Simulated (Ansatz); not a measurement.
# O on Ag(111): change of the work function

Aim: the work function of Ag(111) at several coverages of O (fcc site), and the dipole that each adsorbate carries.

Calculated with Ansatz 0.2.0; plane-wave DFT, PBE, Ansatz PAW.

## 1. Starting point

The cell holds 4 atoms: 4 Ag. Its edges and angles: a = 2.892 Å, b = 2.892 Å, c = 25.084 Å, α = 90.0°, β = 90.0°, γ = 60.0°. Vacuum lies along c.

Structure file:

```cif
data_structure
_symmetry_space_group_name_H-M 'P 1'
_symmetry_Int_Tables_number 1
_cell_length_a 2.8921
_cell_length_b 2.8921
_cell_length_c 25.0841
_cell_angle_alpha 90.000
_cell_angle_beta 90.000
_cell_angle_gamma 60.000
_cell_volume 181.70
loop_
_atom_site_label
_atom_site_type_symbol
_atom_site_fract_x
_atom_site_fract_y
_atom_site_fract_z
_atom_site_occupancy
Ag1 Ag 0.00000 0.00000 0.35879 1
Ag2 Ag 0.33333 0.33333 0.45293 1
Ag3 Ag 0.66667 0.66667 0.54707 1
Ag4 Ag 0.00000 0.00000 0.64121 1
```

## 2. The clean slab

The bare slab comes first, as the zero from which every change is counted. The two lowest layers are held at bulk places and the upper ones relax. The dipole correction removes the false field that a one-sided slab makes across the periodic vacuum, so each face gets a flat vacuum level of its own.

Input file input.yaml:

```yaml
crystal:
  lattice:
    - [2.8920667351, 0.0, 0.0]
    - [1.4460333675, 2.504603262, 0.0]
    - [0.0, 0.0, 25.084087803]
  atoms:
    - { symbol: Ag, position: [0.0, 0.0, 0.3587931947] }
    - { symbol: Ag, position: [0.3333333333, 0.3333333333, 0.4529310649] }
    - { symbol: Ag, position: [0.6666666667, 0.6666666667, 0.5470689351] }
    - { symbol: Ag, position: [0.0, 0.0, 0.6412068053] }
kpoints:
  mp_grid: { grid: [12, 12, 1] }
hamiltonian:
  xc: pbe
scf:
  occupations: { method: fermi_dirac, width: 0.1 }
  convergence: { dr2_threshold: 1.0e-08 }
efield:
  axis: 3
  dipole_correction: true
  ramp_position: 0.97
  ramp_width: 0.06
relax:
  f_tol: 0.02
  max_steps: 60
  constraints: [{ sites: [0, 1] }]
output:
  write_potential: true
  write_density: true
  volumetric_format: npy
```

Command:

```
$ ansatz run input.yaml --threads 4 --pin off --max-ram 6144MiB --backend cpu --events-out ev --progress --plain --runs-dir out
```

Numbers of over 12 decimals in the logs are rounded to 6 here.

Output:

```text
Engine: ansatz 0.2.0, aarch64-unknown-linux-gnu
Pseudopotentials: kind: paw
Pseudopotential: Ag, paw, valence charge 19, recommended cutoff 420 eV (normal), Ag.paw.azcp
Functional definition: PBE
  parameter kappa = 0.804
  parameter beta = 0.066725
  exchange = pbe_x(kappa = kappa, mu = beta*pi^2/3)
  correlation = pbe_c(beta = beta)
Crystal: 4 atoms, lattice volume = 181.696 Å³
Basis set: ecut = 420 eV, 3551 PW (Γ), exchange–correlation on 40×40×360 points (8 copies of the dense FFT grid, shifted against one another)
Bands: 46, of which v1, the nominal top of the filled ones, is band 38 counted from 1 (37 counted from 0)
Symmetry: 6 space group operations
k-points: 19 of 144 (time reversal used)
Non-local potential: Ag, projectors of the file, l = 0: 3, l = 1: 2, l = 2: 2, l = 3: 1
PAW form: soft (Blöchl's): semilocal exchange-correlation on the pseudo side does not see the compensation charge
PAW one-centre angular grid: Ag, 590 points (default); XC on 64 Gauss nodes
Initial density: superposition of atomic densities (neutral atoms: chi_scale 0, normalization atom), corrected by the library's trained network
Initial wavefunctions: pseudopotential atomic-orbital guess
Functional: x = pbe(κ = 0.804, μ = 0.219515), c = pbe(β = 0.066725)
SCF iter   1: F=—  HF=-30361.536039 eV  |F-HF|=—  |Δ(HF+E_count)|=         —  Δρ=1.43e-3  dr2=2.13e-2  ethr=1.77e-3  p=0.000 e·Å  D=4.57e-14 V/Å  ΔV_dip=-0.00 eV  dr2_dipole=1.51e-9  V_vac-E_F(+/−)=4.39/4.39 eV  ⟨swp⟩=7.4  Hψ=3672  notcnv=0  defer=12
efield: sawtooth ramp at fractional position 0.9700 (set: `efield.ramp_position`, or a place that a band, a saddle search or an elastic batch's reference lends), width 0.0600; the density the first Hamiltonian is built on has a dipole p = 0.000 e·Å; the dipole correction subtracts the counter field D = 4.57e-14 V/Å, which shifts the + side's vacuum level by -0.00 eV against the − side's; the planar-averaged density in the ramp window peaks in size at 3.3e-6 e/Å³
preconditioner: auto → LDOS  [metal: Δε(μ)=0.132 eV  Ē_g=9.346 eV  σ=0.100 eV  W_gap=0.32  n_scr=18 (ndim 8)  ℏωp=18.3 eV  f_vac=0.583  D(μ)=0.82/eV (n_scr^D=6)  β→1.0]
SCF iter   2: F=—  HF=-30361.540494 eV  |F-HF|=—  |Δ(HF+E_count)|=   4.46e-3  Δρ=1.71e-3  dr2=1.09e-2  ethr=2.80e-5  p=-0.000 e·Å  D=-9.70e-6 V/Å  ΔV_dip=0.00 eV  dr2_dipole=2.60e-10  V_vac-E_F(+/−)=4.43/4.43 eV  ⟨swp⟩=2.2  Hψ=1740  notcnv=0  defer=25
SCF iter   3: F=—  HF=-30361.538916 eV  |F-HF|=—  |Δ(HF+E_count)|=   1.58e-3  Δρ=5.15e-4  dr2=3.95e-4  ethr=1.43e-5  p=-0.000 e·Å  D=-2.40e-6 V/Å  ΔV_dip=0.00 eV  dr2_dipole=6.36e-10  V_vac-E_F(+/−)=4.45/4.45 eV  ⟨swp⟩=2.0  Hψ=1312  notcnv=0  defer=25
SCF iter   4: F=—  HF=-30361.538833 eV  |F-HF|=—  |Δ(HF+E_count)|=   8.26e-5  Δρ=7.08e-5  dr2=1.22e-5  ethr=5.20e-7  p=-0.000 e·Å  D=-1.66e-6 V/Å  ΔV_dip=0.00 eV  dr2_dipole=2.09e-10  V_vac-E_F(+/−)=4.45/4.45 eV  ⟨swp⟩=3.2  Hψ=1672  notcnv=0  defer=25
SCF iter   5: F=—  HF=-30361.538818 eV  |F-HF|=—  |Δ(HF+E_count)|=   1.50e-5  Δρ=2.65e-5  dr2=1.77e-6  ethr=1.60e-8  p=-0.000 e·Å  D=-4.26e-8 V/Å  ΔV_dip=0.00 eV  dr2_dipole=2.43e-12  V_vac-E_F(+/−)=4.45/4.45 eV  ⟨swp⟩=2.6  Hψ=1527  notcnv=0  defer=25
SCF iter   6: F=—  HF=-30361.538866 eV  |F-HF|=—  |Δ(HF+E_count)|=   4.84e-5  Δρ=9.20e-6  dr2=1.40e-7  ethr=2.33e-9  p=0.000 e·Å  D=9.11e-8 V/Å  ΔV_dip=-0.00 eV  dr2_dipole=3.10e-13  V_vac-E_F(+/−)=4.46/4.46 eV  ⟨swp⟩=2.1  Hψ=1220  notcnv=0  defer=25
SCF iter   7: F=—  HF=-30361.538866 eV  |F-HF|=—  |Δ(HF+E_count)|=   3.56e-8  Δρ=3.14e-6  dr2=2.09e-8  ethr=1.84e-10  p=0.000 e·Å  D=3.63e-8 V/Å  ΔV_dip=-0.00 eV  dr2_dipole=4.86e-13  V_vac-E_F(+/−)=4.46/4.46 eV  ⟨swp⟩=2.4  Hψ=1593  notcnv=0  defer=25
SCF iter   8: F=-30361.538866 eV  HF=-30361.538866 eV  |F-HF|=2.70e-9  |Δ(HF+E_count)|=   5.37e-9  Δρ=6.78e-7  dr2=5.63e-10  ethr=1.32e-11  p=-0.000 e·Å  D=-3.59e-9 V/Å  ΔV_dip=0.00 eV  dr2_dipole=3.26e-14  V_vac-E_F(+/−)=4.46/4.46 eV  ⟨swp⟩=8.7  Hψ=5215  notcnv=0
SCF 1 converged in 8 iterations: F = -30361.538866 eV  dr2 = 5.63e-10
  greatest PAW one-centre occupation: 1.000 electrons in one spin orbital (limit 2), on the Ag atom at site 1 (counted from 0), in its partial waves of l = 0
relax step   1: F+E_penalty+E_count = -30361.53886649 eV  Δ(F+E_penalty+E_count) = +0.000e0 eV  max|allowed force component| = 1.394e-1 eV/Å  Δτ_max = 0.0000 Å  (8 SCF iters, accepted)
Initial density: handed on by an earlier stage of this run
Initial wavefunctions: those handed on with the density
iter 1 solved again at ethr=1.65e-5 eV; its pass at ethr=3.10e-3 eV (dr2=1.25e-2 eV) is discarded
SCF iter   1: F=—  HF=-30361.545693 eV  |F-HF|=—  |Δ(HF+E_count)|=         —  Δρ=2.56e-3  dr2=1.12e-2  ethr=1.65e-5  p=-0.000 e·Å  D=-2.39e-8 V/Å  ΔV_dip=0.00 eV  dr2_dipole=8.08e-5  V_vac-E_F(+/−)=4.45/4.45 eV  ⟨swp⟩=2.0  Hψ=3443  notcnv=0  defer=33
efield: sawtooth ramp at fractional position 0.9700 (set: `efield.ramp_position`, or a place that a band, a saddle search or an elastic batch's reference lends), width 0.0600; the density the first Hamiltonian is built on has a dipole p = -0.000 e·Å; the dipole correction subtracts the counter field D = -2.39e-8 V/Å, which shifts the + side's vacuum level by +0.00 eV against the − side's; the planar-averaged density in the ramp window peaks in size at 6.5e-7 e/Å³
preconditioner: auto → LDOS  [metal: Δε(μ)=0.209 eV  Ē_g=9.267 eV  σ=0.100 eV  W_gap=0.48  n_scr=18 (ndim 8)  ℏωp=18.3 eV  f_vac=0.579  D(μ)=0.92/eV (n_scr^D=6)  β→1.0]
SCF iter   2: F=—  HF=-30361.545710 eV  |F-HF|=—  |Δ(HF+E_count)|=   1.70e-5  Δρ=2.20e-3  dr2=1.62e-2  ethr=1.47e-5  p=0.001 e·Å  D=1.26e-3 V/Å  ΔV_dip=-0.03 eV  dr2_dipole=1.53e-3  V_vac-E_F(+/−)=4.40/4.43 eV  ⟨swp⟩=2.1  Hψ=1485  notcnv=0  defer=33
SCF iter   3: F=—  HF=-30361.542220 eV  |F-HF|=—  |Δ(HF+E_count)|=   3.49e-3  Δρ=4.16e-4  dr2=3.20e-4  ethr=1.47e-5  p=-0.002 e·Å  D=-1.87e-3 V/Å  ΔV_dip=0.05 eV  dr2_dipole=4.02e-5  V_vac-E_F(+/−)=4.49/4.44 eV  ⟨swp⟩=2.0  Hψ=1399  notcnv=0  defer=33
SCF iter   4: F=—  HF=-30361.542196 eV  |F-HF|=—  |Δ(HF+E_count)|=   2.40e-5  Δρ=2.30e-4  dr2=1.11e-4  ethr=4.21e-7  p=-0.001 e·Å  D=-1.01e-3 V/Å  ΔV_dip=0.03 eV  dr2_dipole=2.24e-7  V_vac-E_F(+/−)=4.47/4.44 eV  ⟨swp⟩=2.2  Hψ=1528  notcnv=0  defer=33
SCF iter   5: F=—  HF=-30361.542168 eV  |F-HF|=—  |Δ(HF+E_count)|=   2.84e-5  Δρ=3.25e-5  dr2=3.43e-6  ethr=1.46e-7  p=-0.001 e·Å  D=-1.14e-3 V/Å  ΔV_dip=0.03 eV  dr2_dipole=7.57e-7  V_vac-E_F(+/−)=4.47/4.44 eV  ⟨swp⟩=2.0  Hψ=1327  notcnv=0  defer=33
SCF iter   6: F=—  HF=-30361.542212 eV  |F-HF|=—  |Δ(HF+E_count)|=   4.44e-5  Δρ=1.26e-5  dr2=3.00e-7  ethr=4.51e-9  p=-0.001 e·Å  D=-1.17e-3 V/Å  ΔV_dip=0.03 eV  dr2_dipole=8.95e-9  V_vac-E_F(+/−)=4.47/4.44 eV  ⟨swp⟩=2.0  Hψ=1297  notcnv=0  defer=33
SCF iter   7: F=—  HF=-30361.542212 eV  |F-HF|=—  |Δ(HF+E_count)|=   9.42e-8  Δρ=3.85e-6  dr2=3.53e-8  ethr=3.94e-10  p=-0.001 e·Å  D=-1.17e-3 V/Å  ΔV_dip=0.03 eV  dr2_dipole=3.57e-12  V_vac-E_F(+/−)=4.47/4.44 eV  ⟨swp⟩=2.0  Hψ=1501  notcnv=0  defer=33
SCF iter   8: F=-30361.542212 eV  HF=-30361.542212 eV  |F-HF|=3.05e-9  |Δ(HF+E_count)|=   2.53e-8  Δρ=8.96e-7  dr2=1.20e-9  ethr=1.32e-11  p=-0.001 e·Å  D=-1.16e-3 V/Å  ΔV_dip=0.03 eV  dr2_dipole=2.29e-11  V_vac-E_F(+/−)=4.47/4.44 eV  ⟨swp⟩=9.0  Hψ=5321  notcnv=0
SCF 2 converged in 8 iterations: F = -30361.542212 eV  dr2 = 1.20e-9
relax step   2: F+E_penalty+E_count = -30361.54221216 eV  Δ(F+E_penalty+E_count) = -3.346e-3 eV  max|allowed force component| = 5.879e-2 eV/Å  Δτ_max = 0.1208 Å  (8 SCF iters, accepted)
SCF iter   1: F=—  HF=-30361.543977 eV  |F-HF|=—  |Δ(HF+E_count)|=         —  Δρ=9.71e-4  dr2=1.77e-3  ethr=2.01e-5  p=-0.001 e·Å  D=-1.16e-3 V/Å  ΔV_dip=0.03 eV  dr2_dipole=5.25e-5  V_vac-E_F(+/−)=4.48/4.45 eV  ⟨swp⟩=3.8  Hψ=2048  notcnv=0  defer=33
efield: sawtooth ramp at fractional position 0.9700 (set: `efield.ramp_position`, or a place that a band, a saddle search or an elastic batch's reference lends), width 0.0600; the density the first Hamiltonian is built on has a dipole p = -0.001 e·Å; the dipole correction subtracts the counter field D = -1.16e-3 V/Å, which shifts the + side's vacuum level by +0.03 eV against the − side's; the planar-averaged density in the ramp window peaks in size at 7.8e-7 e/Å³
preconditioner: auto → LDOS  [metal: Δε(μ)=0.206 eV  Ē_g=9.288 eV  σ=0.100 eV  W_gap=0.47  n_scr=18 (ndim 8)  ℏωp=18.3 eV  f_vac=0.581  D(μ)=0.89/eV (n_scr^D=6)  β→1.0]
SCF iter   2: F=—  HF=-30361.544031 eV  |F-HF|=—  |Δ(HF+E_count)|=   5.33e-5  Δρ=9.28e-4  dr2=2.53e-3  ethr=2.33e-6  p=-0.002 e·Å  D=-1.70e-3 V/Å  ΔV_dip=0.04 eV  dr2_dipole=3.84e-5  V_vac-E_F(+/−)=4.50/4.46 eV  ⟨swp⟩=2.7  Hψ=1897  notcnv=0  defer=33
SCF iter   3: F=—  HF=-30361.543457 eV  |F-HF|=—  |Δ(HF+E_count)|=   5.73e-4  Δρ=1.90e-4  dr2=6.10e-5  ethr=2.33e-6  p=-0.001 e·Å  D=-6.14e-4 V/Å  ΔV_dip=0.02 eV  dr2_dipole=4.87e-6  V_vac-E_F(+/−)=4.47/4.45 eV  ⟨swp⟩=2.0  Hψ=1396  notcnv=0  defer=33
SCF iter   4: F=—  HF=-30361.543444 eV  |F-HF|=—  |Δ(HF+E_count)|=   1.35e-5  Δρ=8.92e-5  dr2=1.40e-5  ethr=8.03e-8  p=-0.001 e·Å  D=-8.67e-4 V/Å  ΔV_dip=0.02 eV  dr2_dipole=8.57e-9  V_vac-E_F(+/−)=4.47/4.45 eV  ⟨swp⟩=2.5  Hψ=1546  notcnv=0  defer=33
SCF iter   5: F=—  HF=-30361.543441 eV  |F-HF|=—  |Δ(HF+E_count)|=   2.96e-6  Δρ=1.46e-5  dr2=9.74e-7  ethr=1.84e-8  p=-0.001 e·Å  D=-8.27e-4 V/Å  ΔV_dip=0.02 eV  dr2_dipole=2.55e-7  V_vac-E_F(+/−)=4.47/4.45 eV  ⟨swp⟩=2.0  Hψ=1332  notcnv=0  defer=33
SCF iter   6: F=—  HF=-30361.543462 eV  |F-HF|=—  |Δ(HF+E_count)|=   2.13e-5  Δρ=4.76e-6  dr2=6.36e-8  ethr=1.28e-9  p=-0.001 e·Å  D=-8.00e-4 V/Å  ΔV_dip=0.02 eV  dr2_dipole=9.83e-9  V_vac-E_F(+/−)=4.47/4.45 eV  ⟨swp⟩=2.0  Hψ=1200  notcnv=0  defer=33
SCF iter   7: F=—  HF=-30361.543462 eV  |F-HF|=—  |Δ(HF+E_count)|=   2.79e-8  Δρ=1.89e-6  dr2=1.05e-8  ethr=1.32e-11  p=-0.001 e·Å  D=-7.97e-4 V/Å  ΔV_dip=0.02 eV  dr2_dipole=1.56e-11  V_vac-E_F(+/−)=4.47/4.45 eV  ⟨swp⟩=9.1  Hψ=5612  notcnv=0
SCF iter   8: F=-30361.543462 eV  HF=-30361.543462 eV  |F-HF|=1.14e-9  |Δ(HF+E_count)|=   4.16e-9  Δρ=4.66e-7  dr2=2.72e-10  ethr=1.32e-11  p=-0.001 e·Å  D=-7.96e-4 V/Å  ΔV_dip=0.02 eV  dr2_dipole=1.28e-13  V_vac-E_F(+/−)=4.47/4.45 eV  ⟨swp⟩=8.2  Hψ=5047  notcnv=0
SCF 3 converged in 8 iterations: F = -30361.543462 eV  dr2 = 2.72e-10
relax step   3: F+E_penalty+E_count = -30361.54346218 eV  Δ(F+E_penalty+E_count) = -1.250e-3 eV  max|allowed force component| = 3.526e-3 eV/Å  Δτ_max = 0.0437 Å  (8 SCF iters, accepted)
NSCF: frozen V_eff on 19 k-points
the band table was solved once a step of the walk had ended and its energy, with any forces and stress, was formed, with the checks that follow a solve (4634 applications of the Hamiltonian). They found nothing against the state; the energy, forces and stress were not computed again (output.eigenvalues in the input reference)
SCF converged after 8 iterations
Free energy (F): -30361.543462 eV
Harris-Foulkes:  -30361.543462 eV  (|F-HF|=1.14e-9)
Internal energy: -30361.511446 eV  (E = F + TS)
E sigma→0 (E₀):  -30361.527454 eV
Entropy (-TS):   -0.032016 eV (-8.004 meV/atom)
Fermi energy:    3.774940 eV
Dipole field:    D = -0.000797 V/Å  (p = -0.000800 e·Å, saw-weighted, corrected)
Work function:   Φ+ = 4.4694 eV   Φ− = 4.4494 eV
Levels:          The Fermi level and band energies are counted from a zero that moves with the ramp; work functions are not
--- Per-component energies (eV) ---
  E_band       = -1960.547772
  E_kinetic    = 2109.099074
  E_local      = -128020.276721  (includes V_loc(G=0)·N_el)
  E_nonlocal   = 320.756909
  E_hartree    = 63107.808712
  E_xc         = -738.272181
  E_vxc        = -937.843934  (∫ρ·V_xc dr)
  E_paw        = -15609.056264  (= ΣΔE_a)
  E_vpaw       = -1647.903651  (= ΣTr[D̂ρ^β])
  E_aug_tail   = 0.001306  (compensation charges beyond the density's cutoff)
  E_efield     = 0.000000  (sawtooth field / dipole correction)
  E_vefield    = 0.001582  (∫n·V_field dr)
  E_ewald      = 48468.427718
  E_smearing   = -0.032016  (= −TS)
  E_closure    = -0.000000  (closes the sum)
  Σ components = -30361.543462   (vs F -30361.543462, Δ=0.00e0)
--- Forces (eV/Å), atoms counted from 1 ---
  atom   1  Ag    -0.00000000     0.00000000    -0.13252267
  atom   2  Ag     0.00000000    -0.00000000     0.12981901
  atom   3  Ag    -0.00000000    -0.00000000     0.00352623
  atom   4  Ag    -0.00000000     0.00000000    -0.00082127
  max |Σ_I F_I| component: 1.31e-6 eV/Å
--- Band table (eV; the first three rows and the last of 19) ---
  k-point 0: bands = [... 34 lower, 0.3804, 0.4880, 0.4880, 0.7234, 0.7234, 2.7357, 3.9494, 7.7601, ... 4 higher]
  k-point 1: bands = [... 34 lower, 0.3192, 0.4035, 0.4876, 0.7293, 1.0045, 3.0032, 4.3438, 7.8970, ... 4 higher]
  k-point 2: bands = [... 34 lower, 0.1786, 0.4121, 0.4831, 0.7430, 1.5725, 3.6517, 5.3129, 8.3086, ... 4 higher]
  k-point 18: bands = [... 34 lower, 0.6631, 0.6714, 7.1502, 7.3285, 7.3357, 8.0731, 8.0825, 8.4313, ... 4 higher]
--- Relaxed structure (3 steps of the walk, 3 accepted, 0 SCFs on fresh bases) ---
  F+E_penalty+E_count = -30361.54346218 eV   max|allowed force component| = 3.526e-3 eV/Å
  atoms:
    - { symbol: Ag, position: [0.0, 0.0, 0.3587931947] }
    - { symbol: Ag, position: [0.333333, 0.333333, 0.452931] }
    - { symbol: Ag, position: [0.666667, 0.666667, 0.548158] }
    - { symbol: Ag, position: [2.5445411143007138e-18, -1.1400014308197316e-18, 0.644283] }
```

Wall time 13 s (4 threads of Arm Neoverse V1, shared host); peak memory 0.52 GiB; 40 s of CPU time.

Step by step:

| step | energy less that of the first step (eV) | largest force component (eV/Å) |
| --- | --- | --- |
| 1 | 0.0000 | 0.1394 |
| 2 | -0.0033 | 0.0588 |
| 3 | -0.0046 | 0.0035 |

Forces are held to the 6 operations that the run works with; a distortion that breaks them can't arise in this run.

The atoms that moved most (Å):

| atom | dx | dy | dz | length |
| --- | --- | --- | --- | --- |
| Ag4 | 0.000 | 0.000 | 0.077 | 0.077 |
| Ag3 | 0.000 | 0.000 | 0.027 | 0.027 |

Final coordinates:

```xyz
4
Lattice="2.8921 0.0000 0.0000 1.4460 2.5046 0.0000 0.0000 0.0000 25.0841" Properties=species:S:1:pos:R:3
Ag    0.0000    0.0000    9.0000
Ag    1.4460    0.8349   11.3614
Ag    2.8921    1.6697   13.7500
Ag    0.0000    0.0000   16.1612
```

This step gave:

```
energy at zero smearing   : -30361.5275 eV
work function, upper face : 4.469 eV
dipole along the normal   : -8.00e-4 e·Å
```

Running mean over 2.361 Å of the planar mean; the ramp of the sawtooth is left out. Electron's electrostatic potential energy less the Fermi level against z:

z (Å), electron's electrostatic potential energy less the Fermi level (eV) and a bar from the least value:
```
      3.5       4.45 ##############################
      4.0       4.45 ##############################
      4.5       4.45 ##############################
      5.0       4.44 ##############################
      5.5       4.43 ##############################
      6.0       4.38 ##############################
      6.5       4.19 #############################
      7.0       3.48 ###########################
      7.5       1.20 #####################
      8.0      -2.25 ###########
      8.5      -4.95 ###
      9.0      -5.85 #
      9.5      -6.00 
     10.0      -6.03 
     10.5      -6.04 
     11.0      -6.05 
     11.5      -6.03 
     12.0      -5.92 
     12.5      -5.85 #
     13.0      -5.89 
     13.5      -5.99 
     14.0      -5.97 
     14.5      -5.78 #
     15.0      -5.68 #
     15.5      -5.78 #
     16.0      -5.86 #
     16.5      -5.38 ##
     17.0      -3.28 ########
     17.5       0.15 ##################
     18.0       2.97 ##########################
     18.5       4.08 #############################
     19.0       4.36 ##############################
     19.5       4.44 ##############################
     20.0       4.46 ##############################
     20.5       4.47 ##############################
     21.0       4.47 ##############################
     21.5       4.47 ##############################
     22.0       4.47 ##############################
```

The relaxation took 3 steps and lowered the energy by 0.0046 eV; the largest force on the free atoms ends at 0.0035 eV/Å.

The work function of the upper face is 4.47 eV.

[end of part 1 of 3]

[Logs are printed without paths, hosts, clocks, repeated set-up lines and the standing remarks that a program may print on its own settings, such as how far it seeks lower states.]

[Hosts, paths, dates, database ids (printed as entryN), source tags and the programs' standing remarks are cut or masked in the printed files.]

[Maps of the electrostatic potential energy from Ansatz leave out the sawtooth potential of an applied field or a dipole correction, so their vacuum need not be flat; planar profiles and work functions include it.]
